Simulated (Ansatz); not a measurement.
# Pd3PbC (Pm-3m): phonons and vibrational spectra, part 2 of 2

Wanted: phonon frequencies of Pd3PbC (Pm-3m) and what follows from them.

Ansatz 0.2.0; DFT PBEsol, scalar-relativistic, plane waves, PAW; PAW set soft_1.

So far. Step 3 (Relaxing to small forces for the phonons): The forces vanish by symmetry and the pressure is 0.000 GPa, within the tolerances set. The cell now holds 15.04 Å³/atom. The relaxed cell has a = 4.221 Å (conventional setting).

## (4) Zone-centre response

The zone centre comes first: it holds the modes that light can see, as far as symmetry allows. No field response is asked, since the mesh shows no gap.

File input.yaml:

```yaml
crystal:
  lattice:
    - [4.2208841651, 0.0, 0.0]
    - [0.0, 4.2208841651, 0.0]
    - [0.0, 0.0, 4.2208841651]
  atoms:
    - { symbol: Pd, position: [0.0, 0.5, 0.5] }
    - { symbol: Pd, position: [0.5, 0.5, 0.0] }
    - { symbol: Pd, position: [0.5, 0.0, 0.5] }
    - { symbol: Pb, position: [0.0, 0.0, 0.0] }
    - { symbol: C, position: [0.5, 0.5, 0.5] }
kpoints:
  mp_grid: { grid: [8, 8, 8] }
hamiltonian:
  xc: pbesol
  pseudopotentials: { kind: paw, azcp: { folder: soft_1 }, xc_functional: pbe }
scf:
  occupations: { method: methfessel_paxton, width: 0.2 }
output:
  eigenvalues: true
phonons:
  method: dfpt
```

Launch:

```console
> ansatz run input.yaml --threads 4 --pin off --max-ram 10240MiB --backend cpu --events-out ev --progress --plain --runs-dir out
```

Numbers of over 12 decimals in the logs are rounded to 6 here.

Log:

```text
zone centre: on kpoints.mp_grid the ground state, and the responses unless they are solved on pairs of k-points, stand on 125 of the mesh's 512 k-points, reduced under 8 symmetry operations, with k and −k counted as one. Each operation leaves every solved displacement unchanged or reverses it
[...]
Crystal: 5 atoms, lattice volume = 75.199 Å³
Basis set: ecut = 420 eV, 1419 PW (Γ), exchange–correlation on 60×60×60 points (8 copies of the dense FFT grid, shifted against one another)
Bands: 44, of which v1, the nominal top of the filled ones, is band 36 counted from 1 (35 counted from 0)
Symmetry: 48 space group operations
k-points: 125 of 512 (irreducible under 8 space group operations)
[...]
SCF iter   1: F=—  HF=-32728.993360 eV  |F-HF|=—  |Δ(HF+E_count)|=         —  Δρ=1.73e-1  dr2=2.82e1  ethr=3.10e-3  ⟨swp⟩=6.3  Hψ=21958  notcnv=0
[...]
SCF iter  11: F=-32723.170019 eV  HF=-32723.170019 eV  |F-HF|=3.64e-12  |Δ(HF+E_count)|=  3.64e-12  S|Δr|=    0.00e0  Δρ=1.02e-7  dr2=7.32e-12  ethr=1.00e-12  ⟨swp⟩=12.8  Hψ=30234  notcnv=0
SCF 1 converged in 11 iterations: F = -32723.170019 eV  dr2 = 7.32e-12
[...]
DFPT response loops at Γ: preconditioner auto → Kerker (q_TF=auto, 2.709 Å⁻¹) (partly filled bands, converged f_vac=0.000); β = 1.00, the filter's whole step (`scf.mixing.beta` (0.50) is not read by the response loops under this deck's `scf.mixing.preconditioner`; to damp them name `kerker` or `kerker_dos`, under which they read `scf.mixing.beta`, and type it under 1.00, their step now; both keys bind the ground state too); Broyden in place of MSR1
SCF converged after 11 iterations
[...]
Free energy (F): -32723.170019 eV
[...]
Internal energy: -32723.174842 eV  (E = F + TS)
E sigma→0 (E₀):  -32723.171225 eV
Entropy (-TS):   0.004823 eV (0.965 meV/atom)
Fermi energy:    17.339798 eV
[...]
--- Band table (eV; the first three rows and the last of 125) ---
  k-point 0: bands = [... 32 lower, 16.2090, 16.2090, 16.2090, 16.2156, 17.8035, 18.9118, 18.9118, 18.9118, ... 4 higher]
  k-point 1: bands = [... 32 lower, 16.1337, 16.2092, 16.3912, 16.3912, 17.5682, 19.1339, 19.1339, 19.3029, ... 4 higher]
  k-point 2: bands = [... 32 lower, 15.9035, 16.2097, 16.8248, 16.8248, 17.6331, 19.6209, 19.6882, 19.6882, ... 4 higher]
  k-point 124: bands = [... 32 lower, 15.3290, 16.0872, 16.0872, 16.0872, 16.4023, 18.9251, 18.9251, 18.9251, ... 4 higher]
--- Phonons (Γ-DFPT): 4 representative perturbations + reference, on 125 of 512 k-points (Σ response iterations 14) ---
  k mesh reduced under 8 symmetry operations, with k and −k counted as one. Each operation leaves every solved displacement unchanged or reverses it
  ASR residual: 7.821e-5 → 0.000e0 eV/Å²; symmetrization residual: 3.432e-6 eV/Å²
  ASR residual per site (eV/Å²): 7.82e-5 7.82e-5 7.82e-5 3.41e-5 9.12e-6
  Γ frequencies (cm⁻¹): -31.44 -31.44 -31.44 0.00 0.00 0.00 68.33 68.33 68.33 97.08 97.08 97.08 305.91 305.91 305.91
  non-analytic LO–TO correction: not included (Born effective charges unavailable; polar crystals: no LO–TO splitting at Γ)
```

The job ended after 50 s (4 threads of Arm Neoverse V2, shared host; peak memory 1.5 GiB; 3.2 min of CPU time).

This step gave:

```yaml
sum_rule_residual_before_enforcement: 7.82e-5 eV/Å²
point_group: m-3m
highest_optical_mode_at_the_zone_centre_no_lo_to_term: 305.9 cm⁻¹
lowest_optical_zone_centre_mode: -31.44 cm⁻¹
```

Patterns of degenerate modes are one choice out of their space. The modes at Γ (shares of kinetic energy by element, %) (negative means imaginary):

| mode | frequency (cm⁻¹) | symmetry | Pd % | Pb % | C % |
| --- | --- | --- | --- | --- | --- |
| 1 | -31.4 | T1u | 73 | 3 | 24 |
| 2 | -31.4 | T1u | 73 | 3 | 24 |
| 3 | -31.4 | T1u | 73 | 3 | 24 |
| 4 | 0.0 | acoustic | 59 | 38 | 2 |
| 5 | 0.0 | acoustic | 59 | 38 | 2 |
| 6 | 0.0 | acoustic | 59 | 38 | 2 |
| 7 | 68.3 | T2u | 100 | 0 | 0 |
| 8 | 68.3 | T2u | 100 | 0 | 0 |
| 9 | 68.3 | T2u | 100 | 0 | 0 |
| 10 | 97.1 | T1u | 41 | 59 | 0 |
| 11 | 97.1 | T1u | 41 | 59 | 0 |
| 12 | 97.1 | T1u | 41 | 59 | 0 |
| 13 | 305.9 | T1u | 26 | 0 | 73 |
| 14 | 305.9 | T1u | 26 | 0 | 73 |
| 15 | 305.9 | T1u | 26 | 0 | 73 |

Displacements in mode 1 (-31.4 cm⁻¹), the largest set to 1:
```
Pd1 -0.02  0.02 -0.23
Pd2  0.01  0.02  0.49
Pd3  0.01 -0.03 -0.23
Pb4  0.00  0.01 -0.08
C5  -0.04 -0.07  1.00
```

Displacements in mode 14 (305.9 cm⁻¹), the largest set to 1:
```
Pd1  0.00  0.00  0.05
Pd2  0.00  0.00 -0.19
Pd3  0.00  0.00  0.05
Pb4  0.00  0.00 -0.02
C5   0.00 -0.01  1.00
```

Before it was imposed, the acoustic sum rule was missed by 7.8e-5 eV/Å². Small misses are needed for a sound result but don't prove that mesh and cutoff are converged. The lowest optical mode is imaginary, 31.4i cm⁻¹, so the energy falls along it.

## (5) The dispersion

Stability and thermal properties need the whole zone. Linear response on a 4×4×4 q mesh gives force constants as far as a supercell of that size would.

input.yaml: that of step 4 with these lines changed.

```diff
@@ -22 +22,8 @@
   method: dfpt
+  qmesh: [4, 4, 4]
+  temperatures: { t_max: 1000, t_step: 50 }
+  qpath:
+    path:
+      - [[0.0, 0.0, 0.0], [0.0, 0.5, 0.0], [0.5, 0.5, 0.0], [0.0, 0.0, 0.0], [0.5, 0.5, 0.5], [0.0, 0.5, 0.0]]
+      - [[0.5, 0.5, 0.5], [0.5, 0.5, 0.0]]
+    npoints: 10
```

Log:

```text
[...]
Crystal: 5 atoms, lattice volume = 75.199 Å³
Basis set: ecut = 420 eV, 1419 PW (Γ), exchange–correlation on 60×60×60 points (8 copies of the dense FFT grid, shifted against one another)
Bands: 44, of which v1, the nominal top of the filled ones, is band 36 counted from 1 (35 counted from 0)
Symmetry: 48 space group operations
k-points: 35 of 512
[...]
SCF iter   1: F=—  HF=-32728.992921 eV  |F-HF|=—  |Δ(HF+E_count)|=         —  Δρ=1.73e-1  dr2=2.82e1  ethr=3.10e-3  ⟨swp⟩=6.5  Hψ=6089  notcnv=0
[...]
SCF iter  11: F=-32723.170019 eV  HF=-32723.170019 eV  |F-HF|=1.09e-11  |Δ(HF+E_count)|=    0.00e0  S|Δr|=    0.00e0  Δρ=1.02e-7  dr2=7.24e-12  ethr=1.00e-12  ⟨swp⟩=12.7  Hψ=8384  notcnv=0
SCF 1 converged in 11 iterations: F = -32723.170019 eV  dr2 = 7.24e-12
[...]
SCF iter   3: F=-32723.170019 eV  HF=-32723.170019 eV  |F-HF|=1.09e-11  |Δ(HF+E_count)|=  1.09e-11  S|Δr|=    0.00e0  Δρ=8.88e-8  dr2=8.56e-12  ethr=1.00e-12  ⟨swp⟩=5.2  Hψ=4026  notcnv=0
SCF 2 converged in 3 iterations: F = -32723.170019 eV  dr2 = 8.56e-12
[...]
phonons: the bands overlap, so this run is a metal and interpolates without the dipole-dipole term. If the crystal is really an insulator or semiconductor, its LO-TO splitting is missing
NSCF: frozen V_eff on 35 k-points
[...]
DFPT response loops at q = (0, 0, 0) (fractional): preconditioner auto → Kerker (q_TF=auto, 2.709 Å⁻¹) (partly filled bands, converged f_vac=0.000); β = 1.00, the filter's whole step (`scf.mixing.beta` (0.50) is not read by the response loops under this deck's `scf.mixing.preconditioner`; to damp them name `kerker` or `kerker_dos`, under which they read `scf.mixing.beta`, and type it under 1.00, their step now; both keys bind the ground state too); Broyden in place of MSR1
[...]
SCF converged after 11 iterations
[...]
Free energy (F): -32723.170019 eV
[...]
Internal energy: -32723.174842 eV  (E = F + TS)
E sigma→0 (E₀):  -32723.171225 eV
Entropy (-TS):   0.004823 eV (0.965 meV/atom)
Fermi energy:    17.339798 eV
[...]
--- Band table (eV; the first three rows and the last of 35) ---
  k-point 0: bands = [... 32 lower, 16.2090, 16.2090, 16.2090, 16.2156, 17.8035, 18.9118, 18.9118, 18.9118, ... 4 higher]
  k-point 1: bands = [... 32 lower, 16.1337, 16.2092, 16.3912, 16.3912, 17.5682, 19.1339, 19.1339, 19.3029, ... 4 higher]
  k-point 2: bands = [... 32 lower, 15.9035, 16.2097, 16.8248, 16.8248, 17.6331, 19.6209, 19.6882, 19.6882, ... 4 higher]
  k-point 34: bands = [... 32 lower, 15.3290, 16.0872, 16.0872, 16.0872, 16.4023, 18.9251, 18.9251, 18.9251, ... 4 higher]
--- Phonons (Γ-DFPT): 4 representative perturbations + reference (Σ response iterations 14) ---
  ASR residual: 7.760e-5 → 0.000e0 eV/Å²; symmetrization residual: 3.384e-6 eV/Å²
  ASR residual per site (eV/Å²): 7.76e-5 7.76e-5 7.76e-5 1.24e-5 9.34e-6
[...]
--- Phonons (arbitrary-q DFPT): 10 irreducible q on the 4×4×4 mesh ---
  q = [0.0000, 0.0000, 0.0000] (star 1, of the zone-centre solve; hermiticity 8.16e-7, symmetrization 4.95e-12): -31.44 -31.44 -31.44 0.00 0.00 0.00 68.33 68.33 68.33 97.08 97.08 97.08 305.91 305.91 305.91
  q = [0.0000, 0.0000, 0.2500] (star 6, 9 solved perturbations in 1560 linear systems a pass and spin channel, the states on 200 of 512 k-point pairs; hermiticity 7.30e-7, symmetrization 2.38e-12): -42.26 -42.26 32.30 45.55 45.55 62.12 71.82 71.82 89.58 93.88 93.88 127.19 326.21 326.21 448.20
[...]
q = [0.0000, 0.2500, -0.5000] (star 12, 15 solved perturbations on 200 of 512 k-point pairs; hermiticity 5.19e-7, symmetrization 6.79e-14): -27.32 31.21 34.97 38.41 40.87 53.33 80.79 87.41 97.44 102.21 112.08 147.58 339.20 459.66 531.97
[...]
sum rule: each row above includes the acoustic sum rule's correction from the zone centre's row sums; it moved no ω² by more than (0.46 cm⁻¹)²
  mesh force constants: q→R imaginary residual 1.24e-18; ASR residual 7.760e-5 → 0.000e0 eV/Å²; symmetrization residual 8.882e-15 eV/Å²
  interpolated dispersion: 62 rows × 15 modes
  density of states and harmonic sums: on the 16×16×16 q-mesh, interpolated from the force constants of a 4×4×4 supercell (no non-analytic term)
  largest difference from the sums on the solved wave vectors: F 2.78e-2 eV, S 3.62e-5 and C_V 1.01e-5 eV/K
  zero-point energy: 0.134283 eV/cell   skipped modes (ω ≤ 0): 259, of them read as no rigid motion or as one in doubt: 256 (1.596e0 modes/cell left out, lowest -63.51 cm⁻¹)   left out of the sums: 1.06e-1 of the cell's modes: C_V's classical limit lies that fraction below 3 k_B per atom; for a crystal, a wire or a layer, F and S can be off by more, and a phonons.interpolated_qmesh denser along its periods is the remedy for the sampling
```

Run time: 21 min. Hardware: 4 threads; peak memory 3.9 GiB; 84 min of CPU time.

Numbers from this step:

```yaml
sum_rule_residual_before_enforcement: 7.76e-5 eV/Å²
lowest_frequency_on_the_path: -62.50 cm⁻¹
highest_frequency_on_the_path_or_at_a_solved_wavevector: 553.1 cm⁻¹
lowest_mode_on_the_q_mesh_acoustic_modes_at_gamma_apart: -53 cm⁻¹
```

Frequencies (cm⁻¹) solved at each irreducible wavevector; negative means imaginary. Frequencies by wavevector, by row:

| q in reciprocal lattice units | star | mode 1 | mode 2 | mode 3 | mode 4 | mode 13 | mode 14 | mode 15 |
| --- | --- | --- | --- | --- | --- | --- | --- | --- |
| 0 0 0 | 1 | -31.4 | -31.4 | -31.4 | 0 | 305.9 | 305.9 | 305.9 |
| 0 0 0.25 | 6 | -42.3 | -42.3 | 32.3 | 45.5 | 326.2 | 326.2 | 448.2 |
| 0 0 -0.5 | 3 | 28.2 | 36 | 36 | 56.9 | 336.3 | 336.3 | 522.3 |
| 0 0.25 0.25 | 12 | -53 | -48.6 | 13.3 | 44.6 | 328.2 | 435.4 | 466.6 |
| 0 0.25 -0.5 | 12 | -27.3 | 31.2 | 35 | 38.4 | 339.2 | 459.7 | 532 |
| 0 -0.5 -0.5 | 3 | -31.2 | -31.2 | 22.4 | 22.4 | 354.3 | 541.5 | 541.5 |
| 0.25 0.25 0.25 | 8 | -49.6 | -9 | -9 | 39 | 434.9 | 466.3 | 466.3 |
| 0.25 0.25 -0.5 | 12 | -3.4 | 4.7 | 21.7 | 45.1 | 461.7 | 468.5 | 537.2 |
| 0.25 -0.5 -0.5 | 6 | 11.6 | 11.6 | 28.4 | 53.6 | 474.5 | 544.5 | 544.5 |
| -0.5 -0.5 -0.5 | 1 | 22.8 | 22.8 | 22.8 | 74.6 | 553.1 | 553.1 | 553.1 |

Interpolated from a 4×4×4 q mesh. The phonon branches at the labelled points (cm⁻¹):

| point | branch 1 | branch 2 | branch 3 | branch 4 | branch 12 | branch 13 | branch 14 | branch 15 |
| --- | --- | --- | --- | --- | --- | --- | --- | --- |
| Γ | -31 | -31 | -31 | 0 | 97 | 306 | 306 | 306 |
| halfway | -42 | -42 | 32 | 46 | 127 | 326 | 326 | 448 |
| X | 28 | 36 | 36 | 57 | 138 | 336 | 336 | 522 |
| halfway | -27 | 31 | 35 | 38 | 148 | 339 | 460 | 532 |
| M | -31 | -31 | 22 | 22 | 162 | 354 | 542 | 542 |
| halfway | -53 | -49 | 13 | 45 | 133 | 328 | 435 | 467 |
| Γ | -31 | -31 | -31 | 0 | 97 | 306 | 306 | 306 |
| halfway | -50 | -9 | -9 | 39 | 157 | 435 | 466 | 466 |
| R | 23 | 23 | 23 | 75 | 212 | 553 | 553 | 553 |
| halfway | -3 | 5 | 22 | 45 | 173 | 462 | 468 | 537 |
| X | 28 | 36 | 36 | 57 | 138 | 336 | 336 | 522 |
| jump to R | 23 | 23 | 23 | 75 | 212 | 553 | 553 | 553 |
| halfway | 12 | 12 | 28 | 54 | 192 | 474 | 544 | 544 |
| M | -31 | -31 | 22 | 22 | 162 | 354 | 542 | 542 |

The phonon density of states has structure finer than the step of the table below, so its rows give means over 25 cm⁻¹, whole bins alone (the curve runs from -62.5 to 552 cm⁻¹). Peaks (cm⁻¹: height): -27.5: 0.0471, 17.5: 0.0585, 52.5: 0.130, 97.5: 0.191, 112.5: 0.152, 537.5: 0.0313.

Tetrahedra on a 16×16×16 mesh, mean over bins of 5 cm-1. Interpolated from a 4×4×4 q mesh. The phonon density of states by wavenumber; means over each step:

```
wavenumber (cm⁻¹)  phonon density of states (1/cm⁻¹/cell)
              -50                                  0.0167
              -25                                  0.0352
                0                                  0.0281
               25                                  0.0441
               50                                  0.0960
               75                                  0.0550
              100                                   0.150
              125                                  0.0239
              150                                  0.0180
              175                                 0.00890
              200                                 0.00340
              225                                  1.7e-5
              250                                       0
              275                                       0
              300                                  2.5e-4
              325                                 0.00810
              350                                  0.0161
              375                                  0.0106
              400                                 0.00879
              425                                 0.00890
              450                                 0.00916
              475                                  0.0104
              500                                  0.0139
              525                                  0.0255
```

The partial phonon density of states has structure finer than the step of the table below, so its rows give means over 20 cm⁻¹, whole bins alone (the curve runs from -72.1 to 577 cm⁻¹). Peaks (cm⁻¹: height): C 348.6: 0.0182, 393.5: 0.0177, 446.6: 0.0166, 491.5: 0.0195, 528.3: 0.0294; Pb 17.7: 0.0185, 99.4: 0.0861; Pd -27.2: 0.0319, 54.5: 0.106, 107.6: 0.0952.

Phonopy on the run's constants, 13x13x13 mesh, Gaussian sigma 4.6 cm-1. Interpolated from a 4×4×4 q mesh. Table of partial phonon density of states by wavenumber; means over each step; values in 1/cm⁻¹/cell:

| wavenumber (cm⁻¹) | C | Pb | Pd |
| --- | --- | --- | --- |
| -60 | 2.8e-4 | 4.0e-4 | 0.00802 |
| -40 | 5.8e-4 | 0.00282 | 0.0231 |
| -20 | 1.5e-4 | 0.00769 | 0.0278 |
| 0 | 3.5e-5 | 0.00751 | 0.0146 |
| 20 | 1.3e-4 | 0.0159 | 0.0339 |
| 40 | 2.6e-4 | 0.00669 | 0.0574 |
| 60 | 0.00102 | 0.00487 | 0.0854 |
| 80 | 0.00205 | 0.0259 | 0.0352 |
| 100 | 0.00203 | 0.0692 | 0.0805 |
| 120 | 5.6e-4 | 0.00830 | 0.0348 |
| 140 | 2.2e-4 | 4.5e-4 | 0.0165 |
| 160 | 1.2e-4 | 1.8e-4 | 0.0142 |
| 180 | 4.5e-5 | 2.5e-5 | 0.00735 |
| 200 | 1.0e-5 | 8.3e-7 | 0.00351 |
| 220 | 0 | 0 | 2.7e-4 |
| 240 | 0 | 0 | 0 |
| 260 | 0 | 0 | 0 |
| 280 | 0 | 0 | 0 |
| 300 | 3.3e-4 | 5.8e-7 | 1.0e-4 |
| 320 | 0.00461 | 9.5e-6 | 0.00103 |
| 340 | 0.0149 | 1.0e-5 | 0.00233 |
| 360 | 0.0103 | 4.4e-6 | 0.00117 |
| 380 | 0.00803 | 7.6e-6 | 6.7e-4 |
| 400 | 0.0123 | 8.8e-6 | 8.0e-4 |
| 420 | 0.00263 | 0 | 1.2e-4 |
| 440 | 0.0129 | 1.3e-5 | 4.3e-4 |
| 460 | 0.00801 | 3.6e-6 | 2.4e-4 |
| 480 | 0.00983 | 6.7e-6 | 1.5e-4 |
| 500 | 0.0142 | 1.0e-5 | 1.8e-4 |
| 520 | 0.0223 | 1.5e-5 | 1.2e-4 |
| 540 | 0.0208 | 1.5e-5 | 4.5e-5 |
| 560 | 0.00135 | 0 | 7.0e-7 |

Symmetry leaves 10 wavevectors to solve. The lowest mode among them, the acoustic zeros apart, lies at q = (0, 0.25, 0.25) and is imaginary, 53.0i cm⁻¹, so the energy falls along it. Between them the interpolated path dips to 63i cm⁻¹.

## (6) Another isotope, element C, natural mass 12.011 amu

An isotope changes the mass and not the force constants, so no new electronic calculation is needed; the shifts show which modes move this element.

The same force constants with the mass of C changed from 12.011 to 13.003 u (phonopy, no LO-TO term). Both lists are sorted by frequency; levels can cross, so a row need not hold one and the same mode. Modes under 3 cm⁻¹ are left out. Isotope shifts, by row, the first 40 of 57 rows:

```csv
q,rank,natural mass (cm⁻¹),changed mass (cm⁻¹)
0 0 0,1,-31.44,-31.13
0 0 0,2,-31.44,-31.13
0 0 0,3,-31.44,-31.13
0 0 0,7,68.33,68.33
0 0 0,8,68.33,68.33
0 0 0,9,68.33,68.33
0 0 0,10,97.08,97.07
0 0 0,11,97.08,97.07
0 0 0,12,97.08,97.07
0 0 0,13,305.9,297.2
0 0 0,14,305.9,297.2
0 0 0,15,305.9,297.2
0 0 0.25,1,-42.26,-42.17
0 0 0.25,2,-42.26,-42.17
0 0 0.25,3,32.3,32.29
0 0 0.25,4,45.55,45.36
0 0 0.25,5,45.55,45.36
0 0 0.25,6,62.12,62.12
0 0 0.25,7,71.82,71.75
0 0 0.25,8,71.82,71.75
0 0 0.25,9,89.58,89.58
0 0 0.25,10,93.88,93.88
0 0 0.25,11,93.88,93.88
0 0 0.25,12,127.2,127
0 0 0.25,13,326.2,315.9
0 0 0.25,14,326.2,315.9
0 0 0.25,15,448.2,431.4
0 0 -0.5,1,28.25,28.24
0 0 -0.5,2,36,36
0 0 -0.5,3,36,36
0 0 -0.5,4,56.87,56.86
0 0 -0.5,5,56.87,56.86
0 0 -0.5,6,75.06,75.06
0 0 -0.5,7,90.43,89.97
0 0 -0.5,8,90.43,89.97
0 0 -0.5,9,92.94,92.94
0 0 -0.5,10,94.89,94.89
0 0 -0.5,11,94.89,94.89
0 0 -0.5,12,138.2,138.2
0 0 -0.5,13,336.3,324.9
```

A mode of this element alone would shift by -3.89 %. The highest zone-centre frequency without the field goes from 305.9 to 297.2 cm⁻¹ (-2.8 %).

## (7) Another isotope, element Pb, natural mass 207.2 amu

The same for Pb, from 207.20 to 203.97 u.

A mode of this element alone would shift by +0.79 %. The highest zone-centre frequency without the field goes from 305.9 to 305.9 cm⁻¹ (+0.0 %).

## (8) Isotope substitution, element Pd, natural mass 106.42 amu

The same for Pd, from 106.42 to 109.91 u.

The same force constants with the mass of Pd changed from 106.420 to 109.905 u (phonopy, no LO-TO term). Both lists are sorted by frequency; levels can cross, so a row need not hold one and the same mode. Modes under 3 cm⁻¹ are left out. Isotope shifts, by row, the first 40 of 57 rows:

```csv
q,rank,natural mass (cm⁻¹),changed mass (cm⁻¹)
0 0 0,1,-31.44,-31.07
0 0 0,2,-31.44,-31.07
0 0 0,3,-31.44,-31.07
0 0 0,7,68.33,67.24
0 0 0,8,68.33,67.24
0 0 0,9,68.33,67.24
0 0 0,10,97.08,96.44
0 0 0,11,97.08,96.44
0 0 0,12,97.08,96.44
0 0 0,13,305.9,304.6
0 0 0,14,305.9,304.6
0 0 0,15,305.9,304.6
0 0 0.25,1,-42.26,-41.75
0 0 0.25,2,-42.26,-41.75
0 0 0.25,3,32.3,31.86
0 0 0.25,4,45.55,45
0 0 0.25,5,45.55,45
0 0 0.25,6,62.12,61.13
0 0 0.25,7,71.82,70.73
0 0 0.25,8,71.82,70.73
0 0 0.25,9,89.58,89.35
0 0 0.25,10,93.88,93.35
0 0 0.25,11,93.88,93.35
0 0 0.25,12,127.2,125.2
0 0 0.25,13,326.2,325.3
0 0 0.25,14,326.2,325.3
0 0 0.25,15,448.2,447.9
0 0 -0.5,1,28.25,27.8
0 0 -0.5,2,36,35.65
0 0 -0.5,3,36,35.65
0 0 -0.5,4,56.87,55.96
0 0 -0.5,5,56.87,55.96
0 0 -0.5,6,75.06,73.86
0 0 -0.5,7,90.43,89.15
0 0 -0.5,8,90.43,89.15
0 0 -0.5,9,92.94,92.89
0 0 -0.5,10,94.89,94.29
0 0 -0.5,11,94.89,94.29
0 0 -0.5,12,138.2,136.1
0 0 -0.5,13,336.3,335.6
```

A mode of this element alone would shift by -1.60 %. The highest zone-centre frequency without the field goes from 305.9 to 304.6 cm⁻¹ (-0.4 %).

## (9) Outcome

- space group after relaxation (within 0.01 Å): Pm-3m
- volume per atom: 15.0 Å³
- electronic character: no gap on this mesh
- highest optical mode at the zone centre (no LO-TO term): 306 cm⁻¹
- lowest optical zone-centre mode: -31.4 cm⁻¹
- lowest mode on the q mesh (acoustic modes at Γ apart): -53.0 cm⁻¹
- highest frequency on the path or at a solved wavevector: 553 cm⁻¹
- imaginary modes on the 4×4×4 q mesh: yes

In words: Modes are clearly imaginary (beyond 10i cm⁻¹) at 6 of the 10 irreducible wavevectors, most at q = (0, 0.25, 0.25) (53.0i cm⁻¹), so this structure is not a minimum of the energy. The optical modes at Γ span -31 to 306 cm⁻¹ (negative means imaginary). The highest mode in this list at Γ, 305.9 cm⁻¹, is mostly motion of C (73 % of the kinetic energy). With no gap, or one that is small against the smearing, the frequencies hang on the k mesh and the smearing, most of all near Kohn anomalies. Spin-orbit coupling is left out, which can matter for the heavy elements here. The PAW files were made for PBE and serve the other functionals too. These are harmonic frequencies at zero temperature: anharmonic shifts, linewidths and thermal expansion are left out.

[Logs are printed without paths, hosts, clocks, repeated set-up lines and the standing remarks that a program may print on its own settings, such as how far it seeks lower states.]

[Hosts, paths, dates, database ids (printed as entryN), source tags and the programs' standing remarks are cut or masked in the printed files.]
